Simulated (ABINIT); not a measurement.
# CdS (Hawleyite): G0W0 with ABINIT, start to end

Wanted: ground state, empty states, screening and self-energy for CdS (Hawleyite).

Calculated with ABINIT 10.8.3; PBE and many-body steps on it, plane waves.

**The experiments to reproduce.**

- Gap 2.42 eV: optical gap from inflexion point of photoacoustic spectrum, as-grown film; photoacoustic spectroscopy; film (as-grown chemical bath deposited film, about 0.25 um thick, deposited at 80 C) (“Study of the band--gap shift in CdS films: Influence of thermal annealing in different atmospheres”, 1995, arxiv:cond-mat/9501125).

**1. The system as given**

The structure is cubic, space group F-43m (No. 216). Conventional cell: a = 5.833 Å, b = 5.833 Å, c = 5.833 Å, α = 90.00°, β = 90.00°, γ = 90.00°. Nearest to Cd lie 4 S at 2.53 Å. Nearest to S lie 4 Cd at 2.53 Å. Farther neighbours, and contacts between anions beyond the nearest, are not listed.

Structure file:

```cif
data_structure
_symmetry_space_group_name_H-M 'P 1'
_symmetry_Int_Tables_number 1
_cell_length_a 4.1246
_cell_length_b 4.1246
_cell_length_c 4.1246
_cell_angle_alpha 60.000
_cell_angle_beta 60.000
_cell_angle_gamma 60.000
_cell_volume 49.62
loop_
_atom_site_label
_atom_site_type_symbol
_atom_site_fract_x
_atom_site_fract_y
_atom_site_fract_z
_atom_site_occupancy
Cd1 Cd 0.00000 0.00000 0.00000 1
S2 S 0.25000 0.25000 0.25000 1
```

The cell and positions come from the Crystallography Open Database and are kept as given unless a step says otherwise.

**2. Ground state**

This step: ABINIT 10.8.3; DFT, PBE, plane waves, norm-conserving pseudopotentials.

The ground-state density comes first.

The input, run.abi:

```
acell 3*1.0 Angstrom
rprim 
  -0.000000000000 2.916500000000 2.916500000000
  2.916500000000 -0.000000000000 2.916500000000
  2.916500000000 2.916500000000 -0.000000000000
ntypat 2
znucl 48 16
natom 2
typat 1 2
xred 
  0.000000000000 0.000000000000 0.000000000000
  0.250000000000 0.250000000000 0.250000000000
pp_dirpath "pseudos"
pseudos "Cd.upf, S.upf"
ecut 47
ngkpt 6 6 6
nshiftk 1
shiftk 0 0 0
kptopt 1
chksymbreak 0
nband 18
occopt 1
tolvrs 1e-10
nstep 60
prtwf 0
optforces 0
optstress 0
indata_prefix "in"
outdata_prefix "out"
tmpdata_prefix "tmp"
```

On the command line:

```console
$ OMP_NUM_THREADS=1 mpirun -n 4 abinit run.abi > log
```

Standard output:

```text
.Version 10.8.3 of ABINIT. v10.8.2 released Aug 2026.

 Symmetries : space group F-4 3 m (#216); Bravais cF (face-center cubic)
================================================================================
 Values of the parameters that define the memory need of the present run
     intxc =       0    ionmov =       0      iscf =       7    lmnmax =       6
     lnmax =       6     mgfft =      50  mpssoang =       3    mqgrid =    3001
     natom =       2  nloc_mem =       1    nspden =       1   nspinor =       1
    nsppol =       1      nsym =      24    n1xccc =    2501    ntypat =       2
    occopt =       1   xclevel =       2
-    mband =          18        mffmem =           1         mkmem =           4
       mpw =        5188          nfft =      125000          nkpt =          16
================================================================================
  Rough estimation (10% accuracy) of disk space for files :
================================================================================

--------------------------------------------------------------------------------
------------- Echo of variables that govern the present computation ------------
--------------------------------------------------------------------------------
 -outvars: echo values of preprocessed input variables --------
            acell      1.8897261259E+00  1.8897261259E+00  1.8897261259E+00 Bohr

      chksymbreak           0
             ecut      4.70000000E+01 Hartree
-          fftalg         312

              ixc     -101130
              kpt      0.00000000E+00  0.00000000E+00  0.00000000E+00
                       1.66666667E-01  0.00000000E+00  0.00000000E+00
                       3.33333333E-01  0.00000000E+00  0.00000000E+00
                       5.00000000E-01  0.00000000E+00  0.00000000E+00
                       1.66666667E-01  1.66666667E-01  0.00000000E+00
                       3.33333333E-01  1.66666667E-01  0.00000000E+00
                       5.00000000E-01  1.66666667E-01  0.00000000E+00
                      -3.33333333E-01  1.66666667E-01  0.00000000E+00
                      -1.66666667E-01  1.66666667E-01  0.00000000E+00
   [... 5 further rows ...]
                      -3.33333333E-01  3.33333333E-01  1.66666667E-01
                      -3.33333333E-01  5.00000000E-01  1.66666667E-01
         kptrlatt        6    0    0      0    6    0      0    0    6
          kptrlen      4.67656631E+01
P           mkmem           4
            natom           2
            nband          18
            ngfft          50      50      50
             nkpt          16
            nstep          60
             nsym          24
           ntypat           2
              occ      2.000000  2.000000  2.000000  2.000000  2.000000  2.000000
                       2.000000  2.000000  2.000000  2.000000  2.000000  2.000000
                       2.000000  0.000000  0.000000  0.000000  0.000000  0.000000
        optforces           0
        optstress           0
            prtwf           0
            rprim     -0.0000000000E+00  2.9165000000E+00  2.9165000000E+00
[...]
spgroup         216

           tolvrs      1.00000000E-10

             xred      0.0000000000E+00  0.0000000000E+00  0.0000000000E+00
[...]
znucl       48.00000   16.00000

================================================================================

 chkinp: Checking input parameters for consistency.

================================================================================
== DATASET  1 ==================================================================
-   mpi_nproc: 4, omp_nthreads: 1 (-1 if OMP is not activated)

--- !DatasetInfo
iteration_state: {dtset: 1, }
dimensions: {natom: 2, nkpt: 16, mband: 18, nsppol: 1, nspinor: 1, nspden: 1, mpw: 5188, }
cutoff_energies: {ecut:  47.0, pawecutdg:  -1.0, }
electrons: {nelect:   2.60000000E+01, charge:   0.00000000E+00, occopt:   1.00000000E+00, tsmear:   1.00000000E-02, }

 Real(R)+Recip(G) space primitive vectors, cartesian coordinates (Bohr,Bohr^-1):
 R(1)=  0.0000000  5.5113862  5.5113862  G(1)= -0.0907213  0.0907213  0.0907213
 R(2)=  5.5113862  0.0000000  5.5113862  G(2)=  0.0907213 -0.0907213  0.0907213
 R(3)=  5.5113862  5.5113862  0.0000000  G(3)=  0.0907213  0.0907213 -0.0907213
 Unit cell volume ucvol=  3.3482088E+02 bohr^3
 Angles (23,13,12)=  6.00000000E+01  6.00000000E+01  6.00000000E+01 degrees

 getcut: wavevector=  0.0000  0.0000  0.0000  ngfft=  50  50  50
         ecut(hartree)=     47.000   => boxcut(ratio)=   2.07948

--- Pseudopotential description ------------------------------------------------
- Cd Generated using ONCVPSP code by D. R. Hamann
- 48.00000  20.00000  171031                  znucl, zion, pspdat
12 -101130 2 -1 1368                          pspcod,pspxc,lmax,lloc,mmax
     nproj     2     2     2
  pspatm : epsatm=   23.16453630
         --- l  ekb(1:nproj) -->
[...]
pspatm: atomic psp has been read  and splines computed

- S Generated using ONCVPSP code by D. R. Hamann
- 16.00000   6.00000  171031                  znucl, zion, pspdat
12 -101130 2 -1 1146                          pspcod,pspxc,lmax,lloc,mmax
     nproj     2     2     2
  pspatm : epsatm=    9.01821529
         --- l  ekb(1:nproj) -->
[...]
2   -3.547662   -0.986524
 pspatm: atomic psp has been read  and splines computed

   8.36751541E+02                                ecore*ucvol(ha*bohr**3)
--------------------------------------------------------------------------------

_setup2: Arith. and geom. avg. npw (full set) are    5151.458    5151.430

================================================================================

--- !BeginCycle
iteration_state: {dtset: 1, }
solver: {iscf: 7, nstep: 60, nline: 4, wfoptalg: 0, }
tolerances: {tolvrs: 1.00E-10, }

     iter   Etot(hartree)      deltaE(h)  residm     vres2
 ETOT  1  -184.58109602512    -1.846E+02 2.197E+00 4.390E+03
 ETOT  2  -185.65086711536    -1.070E+00 3.839E-02 6.972E+03
 ETOT  3  -186.34144421193    -6.906E-01 5.803E-03 7.723E+02
 ETOT  4  -186.39720509171    -5.576E-02 2.096E-03 2.072E+02
 ETOT  5  -186.41732805768    -2.012E-02 6.205E-04 2.343E+00
 ETOT  6  -186.41755963703    -2.316E-04 2.448E-04 2.511E-02
 ETOT  7  -186.41756130017    -1.663E-06 3.384E-05 9.705E-03
 ETOT  8  -186.41756155447    -2.543E-07 3.870E-05 7.709E-03
 ETOT  9  -186.41756237534    -8.209E-07 1.732E-05 2.003E-05
 ETOT 10  -186.41756237782    -2.479E-09 4.463E-05 2.764E-07
 ETOT 11  -186.41756237784    -1.782E-11 2.006E-05 1.060E-08
 ETOT 12  -186.41756237785    -7.731E-12 4.702E-05 7.445E-10
 ETOT 13  -186.41756237784     3.496E-12 2.139E-05 4.140E-11

 At SCF step   13       vres2   =  4.14E-11 < tolvrs=  1.00E-10 =>converged.

--- !ResultsGS
iteration_state: {dtset: 1, }
comment   : Summary of ground state results
lattice_vectors:
- [ -0.0000000,   5.5113862,   5.5113862, ]
- [  5.5113862,  -0.0000000,   5.5113862, ]
- [  5.5113862,   5.5113862,  -0.0000000, ]
lattice_lengths: [   7.79428,    7.79428,    7.79428, ]
lattice_angles: [ 60.000,  60.000,  60.000, ] # degrees, (23, 13, 12)
lattice_volume:   3.3482088E+02
convergence: {deltae:  3.496E-12, res2:  4.140E-11, residm:  2.139E-05, diffor:  0.000E+00, }
etotal    :  -1.86417562E+02
entropy   :   0.00000000E+00
fermie    :   1.60449132E-01
cartesian_stress_tensor: null
pressure_GPa: null
xred      :
- [  0.0000E+00,   0.0000E+00,   0.0000E+00, Cd]
- [  2.5000E-01,   2.5000E-01,   2.5000E-01,  S]
cartesian_forces: null
force_length_stats: {min: null, max: null, mean: null, }

 Integrated electronic density in atomic spheres:
 ------------------------------------------------
 Atom  Sphere_radius  Integrated_density
    1        2.00000         17.17000095
    2        2.00000          3.93308081
================================================================================

 ----iterations are completed or convergence reached----

 Mean square residual over all n,k,spin=   83.764E-09; max=  21.389E-06
 reduced coordinates (array xred) for    2 atoms
       0.000000      0.000000      0.000000
       0.250000      0.250000      0.250000
 rms dE/dt=  0.0000E+00; max dE/dt=  0.0000E+00; dE/dt below (all hartree)
    1       0.000000      0.000000      0.000000
    2       0.000000      0.000000      0.000000

 cartesian coordinates (angstrom) at end:
    1      0.000000     0.000000     0.000000
    2      1.458250     1.458250     1.458250
 length scales=  1.889726  1.889726  1.889726 bohr
              =  1.000000  1.000000  1.000000 angstroms
 prteigrs : about to open file out_EIG
 Fermi (or HOMO) energy (hartree) =   0.16045   Average Vxc (hartree)=  -0.34390
 Eigenvalues (hartree) for nkpt=  16  k points:
 kpt#   1, nband= 18, wtk=  0.00463, kpt=  0.0000  0.0000  0.0000 (reduced coord)
  -3.56438   -2.13350   -2.13350   -2.13350   -0.29393   -0.12336   -0.12336   -0.12336
  -0.10576   -0.10576    0.16045    0.16045    0.16045    0.20252    0.40047    0.40047
   0.40047    0.58082
 prteigrs : prtvol=0 or 1, do not print more k-points.

--- !EnergyTerms
iteration_state     : {dtset: 1, }
comment             : Components of total free energy in Hartree
kinetic             :  6.539617E+01
hartree             :  6.517524E+01
xc                  : -2.742416E+01
Ewald energy        : -9.940623E+01
psp_core            :  2.499102E+00
local_psp           : -1.984064E+02
non_local_psp       :  5.748720E+00
total_energy        : -1.864176E+02
total_energy_eV     : -5.072680E+03
band_energy         : -2.106626E+01

== END DATASET(S) ==============================================================
================================================================================

 -outvars: echo values of variables after computation  --------
           etotal     -1.8641756238E+02
            nband          18
             nkpt          16
          spgroup         216
 [... the other variables as echoed above ...]

 Calculation completed.
```

Run time: 39 s. Hardware: 4 MPI ranks of Arm Neoverse N1, shared host; peak memory 0.36 GiB; 2.5 min of CPU time.

This step gave:

| Quantity | Value |
| --- | --- |
| total energy | -5072.6803 eV |
| gap | 1.145 eV |
| k of the valence top | 0, 0, 0 |
| k of the conduction bottom | 0, 0, 0 |
| least direct gap | 1.145 eV |

The gap is direct, at Γ.

(Continued in part 2 of 3.)

[Long decimals in the printed logs are rounded to 6 places.]

[Logs are printed without paths, hosts, clocks, repeated set-up lines and the standing remarks that a program may print on its own settings, such as how far it seeks lower states.]

[Paths, hosts, dates, memory and timing lines, banners, echoed tables and standing remarks are left out of the program output; an Ansatz launch command may be rebuilt from the run's recorded settings. Measured values are a selection of at most five: reports struck by readers or far from the other reports are left out. None is set beside runs whose start may be inverted or whose files or cutoffs have a known fault.]

[Runs of the session that timed out or met a known fault of the program may be left out.]

[Hosts, paths, dates, database ids (printed as entryN), source tags and the programs' standing remarks are cut or masked in the printed files.]

[G0W0 gaps are taken among the corrected bands and points alone; a level outside them can change the order at an edge.]

[Where Ansatz stands beside ABINIT at settings called matched, ABINIT's density can come from a denser mesh and the files from another edition; pairs whose starting gaps differed by over 0.03 eV were left out, so agreement reads better than it is.]
